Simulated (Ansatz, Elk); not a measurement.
## YGa3Fe2: X-ray structure factors from the self-consistent density

Structure refinements treat a crystal as free atoms side by side. For a made-up structure of YGa3Fe2 (cell and positions from a PBEsol relaxation) the runs below show what the calculated density changes in F(hkl).

Main program and level: Elk 11.2.3 (patched build); DFT, PBE, all-electron APW+lo, Dirac cores, scalar-relativistic bands, static density, ferromagnetic start.

The structure was built from a prototype and need not be the compound's stable phase.

## Step 1: Starting point

It takes space group P6/mmm (No. 191, hexagonal). Conventional cell: a = 5.198 Å, b = 5.198 Å, c = 3.963 Å, α = 90.00°, β = 90.00°, γ = 120.00°. Nearest to Y lie 6 Fe at 3.00 Å and 12 Ga at 3.27 Å. Nearest to Ga lie 4 Fe at 2.49 Å and 4 Ga at 2.60 Å and 4 Y at 3.27 Å. Nearest to Fe lie 6 Ga at 2.49 Å and 3 Y at 3.00 Å and 3 Fe at 3.00 Å. Farther neighbours are not listed.

## Step 2: Ground state and structure factors

An all-electron density is needed, since X-rays see the cores too. Task 0 finds the density and task 195 Fourier-transforms it; tshift is off so that phases refer to the origin typed.

elk.in

```
tasks
  0
  195
  196

xctype
  20

spinpol
  .true.

rgkmax
  7.0

gmaxvr
  14.0

lmaxo
  7

lmaxapw
  8

swidth
  0.002

tshift
  .false.

ramdisk
  .false.

hmaxvr
  5.5

maxscl
  120

epspot
  1e-06

reducebf
  0.8

sppath
  './'

avec
  9.82290334351 0.00000000000 -0.00000000000
  -4.91145167175 8.50688383440 -0.00000000000
  -0.00000000000 -0.00000000000 7.48814844004

atoms
  3
  'Y.in'
  1
  -0.0000000000 -0.0000000000 0.0000000000   0.000000 0.000000 0.000000
  'Ga.in'
  3
  -0.0000000000 0.5000000000 0.5000000000   0.000000 0.000000 0.000000
  0.5000000000 0.5000000000 0.5000000000   0.000000 0.000000 0.000000
  0.5000000000 0.0000000000 0.5000000000   0.000000 0.000000 0.000000
  'Fe.in'
  2
  0.6666666667 0.3333333333 -0.0000000000   0.000000 0.000000 -0.085000
  0.3333333333 0.6666666667 0.0000000000   0.000000 0.000000 -0.085000

ngridk
  4 4 5
```

On the command line:

```
OMP_NUM_THREADS=4 elk
```

Numbers of over 12 decimals in the logs are rounded to 6 here.

What it wrote:

```text
┌─────────────────────────┐
│ Elk code version 11.2.3 │
└─────────────────────────┘

All units are atomic (Hartree, Bohr, etc.)

┌─────────────────────────────────────────────────┐
│ Ground-state run starting from atomic densities │
└─────────────────────────────────────────────────┘

Lattice vectors :
   9.822903344       0.000000000      -0.000000000
  -4.911451672       8.506883834      -0.000000000
  -0.000000000      -0.000000000       7.488148440

Reciprocal lattice vectors :
  0.6396464556      0.3693000533       0.000000000
   0.000000000      0.7386001066       0.000000000
   0.000000000       0.000000000      0.8390839682

Unit cell volume      :    625.7268889
Brillouin zone volume :   0.3964192971

Muffin-tin inner radius fraction :   0.1000000000E-01

Nuclei treated as point charges

Species : 1 (Y)
 parameters loaded from : Y.in
 name : yttrium
 nuclear charge    :   -39.00000000
 electronic charge :    39.00000000
 atomic mass :    162065.4503
 muffin-tin radius :    2.600000000
 number of radial points in muffin-tin :   1193
 inner part over the whole radius :   0.9871815862E-02
 number on inner part of muffin-tin    :    847
 approximate nuclear radius :   0.8135895711E-04
 number of mesh points to nuclear radius :    416
 atomic positions (lattice), magnetic fields (Cartesian) :
  1 :   0.00000000  0.00000000  0.00000000    0.00000000  0.00000000  0.00000000

Species : 2 (Ga)
 parameters loaded from : Ga.in
 name : gallium
 nuclear charge    :   -31.00000000
 electronic charge :    31.00000000
 atomic mass :    127097.2539
 muffin-tin radius :    2.323343970
 number of radial points in muffin-tin :    993
 inner part over the whole radius :   0.9890510205E-02
 number on inner part of muffin-tin    :    701
 approximate nuclear radius :   0.7562051033E-04
 number of mesh points to nuclear radius :    339
 atomic positions (lattice), magnetic fields (Cartesian) :
  1 :   0.00000000  0.50000000  0.50000000    0.00000000  0.00000000  0.00000000
  2 :   0.50000000  0.50000000  0.50000000    0.00000000  0.00000000  0.00000000
  3 :   0.50000000  0.00000000  0.50000000    0.00000000  0.00000000  0.00000000

Species : 3 (Fe)
 parameters loaded from : Fe.in
 name : iron
 nuclear charge    :   -26.00000000
 electronic charge :    26.00000000
 atomic mass :    101799.2075
 muffin-tin radius :    2.323343970
 number of radial points in muffin-tin :    993
 inner part over the whole radius :   0.9991574202E-02
 number on inner part of muffin-tin    :    700
 approximate nuclear radius :   0.7160107270E-04
 number of mesh points to nuclear radius :    332
 atomic positions (lattice), magnetic fields (Cartesian) :
  1 :  -0.33333333  0.33333333  0.00000000    0.00000000  0.00000000 -0.08500000
  2 :   0.33333333 -0.33333333  0.00000000    0.00000000  0.00000000 -0.08500000

Total number of atoms per unit cell :    6
Total muffin-tin volume :    336.2853268
 ratio of muffin-tin to unit cell volume :   0.5374314782

Spin treatment :
 spin-polarised
 global magnetic field (Cartesian) :    0.000000000       0.000000000       0.000000000
 collinear magnetisation in z-direction

Number of Bravais lattice symmetries :   24
Number of crystal symmetries         :   24
Crystal has inversion symmetry
Real symmetric eigensolver will be used

k-point grid :      4     4     5
k-point offset :    0.000000000       0.000000000       0.000000000
k-point set is reduced with full crystal symmetry group
Total number of k-points :       12

Muffin-tin radius times maximum |G+k| :    7.000000000
 using average radius
Maximum |G+k| for APW functions       :    2.954267964
Maximum (1/2)|G+k|²                   :    4.363849600
Maximum |G| for potential and density :    14.00000000
Constant for pseudocharge density :    9
 order of it for each species :   16  16  16
 order of it for pair densities of each species (exact exchange by exxq0 0: 17) :   12   9   9
Radial integration step length :    1

G-vector grid sizes :     45    45    35
[...]
Absolute change in total energy (target)   :    1.545495168     (  0.1000000000E-03)

[... loops 3 to 24 left out ...]

┌──────────────────┐
│ Loop number : 25 │
└──────────────────┘

Energies :
 Fermi                       :     0.311041
 sum of occupied eigenvalues :     -6809.0961457581
 electron kinetic            :      12021.175034742
 core electron kinetic       :      11280.006874002
 Coulomb                     :     -23335.984210332
 Coulomb potential           :     -18246.496538861
 nuclear-nuclear             :     -1716.0140844995
 electron-nuclear            :     -25044.335329084
 Hartree                     :      3424.3652032522
 Madelung                    :     -14212.735940901
 xc potential                :     -583.68121863016
 xc effective B-field        :    -0.93421550104371E-01
 external B-field            :      0.000000
 exchange                    :     -439.94308050564
 correlation                 :     -8.972746
 electron entropic           :    -0.22222315703183E-02
 total energy                :     -11763.727223901
 (external B-field energy excluded from total)

Density of states at Fermi energy :    173.2326619
 (states/Hartree/unit cell)

Estimated indirect band gap :   0.9274054055E-03
 from k-point 2 to k-point 10
Estimated direct band gap   :   0.2611939440E-02
 at k-point 12

Charges :
 core                        :    102.0000000
 valence                     :    82.00000000
 interstitial                :    8.003541621
 muffin-tins (core leakage)
  species : 1 (Y)
[...]
species : 2 (Ga)
[...]
species : 3 (Fe)
[...]
total in muffin-tins        :    175.9964584
 total calculated charge     :    183.9963267
 total charge                :    184.0000000
 error                       :   0.3673285343E-02

Moments :
 interstitial                :   0.5990116546E-01
 muffin-tins
  species : 1 (Y)
[...]
species : 2 (Ga)
[...]
species : 3 (Fe)
[...]
total in muffin-tins        :    2.902389472
 total moment                :    2.962290638

RMS change in Kohn-Sham potential (target) :   0.9676808746E-06 (  0.1000000000E-05)
Absolute change in total energy (target)   :   0.4906629511E-04 (  0.1000000000E-03)

Convergence targets achieved

┌──────────────────┐
│ Loop number : 26 │
└──────────────────┘

Energies :
 Fermi                       :     0.311041
 sum of occupied eigenvalues :     -6809.0961332728
 electron kinetic            :      12021.174997805
 core electron kinetic       :      11280.006871564
 Coulomb                     :     -23335.984173422
 Coulomb potential           :     -18246.496560269
 nuclear-nuclear             :     -1716.0140844995
 electron-nuclear            :     -25044.335236067
 Hartree                     :      3424.3651471447
 Madelung                    :     -14212.735893288
 xc potential                :     -583.68115284776
 xc effective B-field        :    -0.93414076245402E-01
 external B-field            :      0.000000
 exchange                    :     -439.94307251745
 correlation                 :     -8.972746
 electron entropic           :    -0.22221118961391E-02
 total energy                :     -11763.727216209
 (external B-field energy excluded from total)

Density of states at Fermi energy :    173.2203346
 (states/Hartree/unit cell)

Estimated indirect band gap :   0.9260601380E-03
 from k-point 2 to k-point 10
Estimated direct band gap   :   0.2611607426E-02
 at k-point 12

Charges :
 core                        :    102.0000000
 valence                     :    82.00000000
 interstitial                :    8.003543231
 muffin-tins (core leakage)
  species : 1 (Y)
[...]
species : 2 (Ga)
[...]
atom 3                    :    29.73173093     (  0.1147599183E-02)
  species : 3 (Fe)
   atom 1                    :    24.98311541     ( -0.2239399670E-06)
   atom 2                    :    24.98311541     ( -0.2239399670E-06)
 total in muffin-tins        :    175.9964568
 total calculated charge     :    183.9963267
 total charge                :    184.0000000
 error                       :   0.3673288100E-02

Moments :
 interstitial                :   0.5991292655E-01
 muffin-tins
  species : 1 (Y)
[...]
species : 2 (Ga)
[...]
atom 3                    :  -0.4712395587E-01
  species : 3 (Fe)
   atom 1                    :    1.511280965
   atom 2                    :    1.511280965
 total in muffin-tins        :    2.902262255
 total moment                :    2.962175182

┌──────────────────────────────┐
│ Self-consistent loop stopped │
└──────────────────────────────┘

Warning : core states of species 2 leak from the muffin-tin :   0.1147599183E-02

Wrote STATE.OUT
```

Elapsed: 4.1 min, on 4 threads of Arm Neoverse V1, shared host; peak memory 0.58 GiB; 15 min of CPU time.

SFACRHO.OUT:

```text

h k l indices transformed by vhmat matrix:
   1.000000000       0.000000000       0.000000000    
   0.000000000       1.000000000       0.000000000    
   0.000000000       0.000000000       1.000000000    

      h      k      l  multipl.   |H|            Re(F)            Im(F)           |F|

      0      0      0      1   0.0000000       184.00000      0.22748733E-16   184.00000    
      1     -1      0      6  0.73860011      -17.052942      0.43418525E-14   17.052942    
      0      0      1      2  0.83908397      -3.0071767      0.94876086E-14   3.0071767    
      0      1      1     12   1.1178515       36.866930     -0.21709262E-14   36.866930    
     -1      2      0      6   1.2792929       46.370337      0.47464239E-14   46.370337    
     -2      2      0      6   1.4772002       82.456568     -0.86837050E-14   82.456568    
      1      1     -1     12   1.5299190       90.815097     -0.52127877E-14   90.815097    
      0      0     -2      2   1.6781679       133.27100      0.16963559E-13   133.27100    
     -2      2      1     12   1.6988768      -58.261648     -0.19538336E-13   58.261648    
     -1      1     -2     12   1.8335151      -11.957836     -0.10854631E-13   11.957836    
      3     -2      0     12   1.9541522      -11.597905      0.28222041E-13   11.597905    
     -2      1      2     12   2.1101749       37.317786      0.23983679E-13   37.317786    
     -2      3     -1     24   2.1266812       30.421610      -0.0000000       30.421610    
      3      0      0      6   2.2158003       36.339240      0.67724843E-14   36.339240    
      0     -2     -2     12   2.2357030       70.115988      0.17367410E-13   70.115988    
     -3      3     -1     12   2.3693529       74.069252     -0.64067765E-14   74.069252    
      0      0     -3      2   2.5172519      -4.0436483     -0.20946074E-13   4.0436483    
     -4      2      0      6   2.5585858       108.04569      0.34415459E-13   108.04569
```

Elk indexes on the primitive cell of elk.in and gives |H| = 4π sin θ/λ in inverse bohr. Below, one row stands for each form hkl of the conventional cell (m members, Friedel mates merged), F is for one primitive cell and the density is static (no thermal factor). Free-atom factors are Waasmaier and Kirfel's, and R is Σm||F|−|F'||/Σm|F|.

```tsv
hkl	m	sin θ/λ (Å⁻¹)	abs F, DFT	neutral atoms	diff.
100	6	0.111	17.053	16.744	+0.309
001	2	0.126	3.007	3.611	-0.604
101	12	0.168	36.867	36.973	-0.106
110	6	0.192	46.370	46.403	-0.032
200	6	0.222	82.457	82.846	-0.389
111	12	0.230	90.815	91.274	-0.459
002	2	0.252	133.271	134.296	-1.025
201	12	0.256	58.262	58.908	-0.647
102	12	0.276	11.958	12.384	-0.426
210	12	0.294	11.598	11.912	-0.314
112	12	0.317	37.318	37.320	-0.002
211	24	0.320	30.422	30.444	-0.023
300	6	0.333	36.339	36.301	+0.038
202	12	0.336	70.116	70.393	-0.277
```

## Step 3: The magnetisation density

The same run holds the spin density, and task 196 transforms it. The order is that of the start, and no other was tried.

SFACMAG_1.OUT:

```text

h k l indices transformed by vhmat matrix:
   1.000000000       0.000000000       0.000000000    
   0.000000000       1.000000000       0.000000000    
   0.000000000       0.000000000       1.000000000    

      h      k      l  multipl.   |H|            Re(F)            Im(F)           |F|

      0      0      0      1   0.0000000       2.9621753      0.44707194E-19   2.9621753    
      1     -1      0      6  0.73860011      -1.1710114      0.13568289E-15   1.1710114    
      0      0      1      2  0.83908397       2.6336080     -0.88070331E-17   2.6336080    
      0      1      1     12   1.1178515      -1.3115002      -0.0000000       1.3115002    
     -1      2      0      6   1.2792929       2.2424961      0.24007822E-16   2.2424961    
     -2      2      0      6   1.4772002     -0.96003087     -0.94978023E-15  0.96003087    
      1      1     -1     12   1.5299190       1.9065733     -0.93889740E-15   1.9065733    
      0      0     -2      2   1.6781679       1.9701812     -0.14656246E-17   1.9701812    
     -2      2      1     12   1.6988768     -0.88891806     -0.81409734E-15  0.88891806    
     -1      1     -2     12   1.8335151     -0.83904426     -0.27136578E-15  0.83904426    
      3     -2      0     12   1.9541522     -0.63966735      0.40704867E-15  0.63966735    
     -2      1      2     12   2.1101749       1.3293248      0.61619829E-15   1.3293248    
     -2      3     -1     24   2.1266812     -0.58275275      0.67841445E-16  0.58275275    
      3      0      0      6   2.2158003       1.1014135     -0.99589122E-15   1.1014135    
      0     -2     -2     12   2.2357030     -0.63001242     -0.54273156E-15  0.63001242    
     -3      3     -1     12   2.3693529      0.99684685     -0.90101919E-17  0.99684685
```

The total moment is 2.96 μB a cell; sphere moments: Y1 +0.02, Ga2 -0.05, Ga3 -0.05, Ga4 -0.05, Fe5 +1.51, Fe6 +1.51 μB. Polarised neutrons measure spin and orbital magnetisation together; without spin-orbit coupling the run gives the spin part:

```tsv
hkl	sin θ/λ (Å⁻¹)	abs F_M (μB)
100	0.111	1.171
001	0.126	2.634
101	0.168	1.312
110	0.192	2.243
200	0.222	0.960
111	0.230	1.907
002	0.252	1.970
201	0.256	0.889
102	0.276	0.839
210	0.294	0.640
112	0.317	1.329
211	0.320	0.583
300	0.333	1.101
202	0.336	0.630
```

(Part 1 of 2 ends here.)

[Logs are printed without paths, hosts, clocks, repeated set-up lines and the standing remarks that a program may print on its own settings, such as how far it seeks lower states.]

[Hosts, paths, dates, database ids (printed as entryN), source tags and the programs' standing remarks are cut or masked in the printed files.]
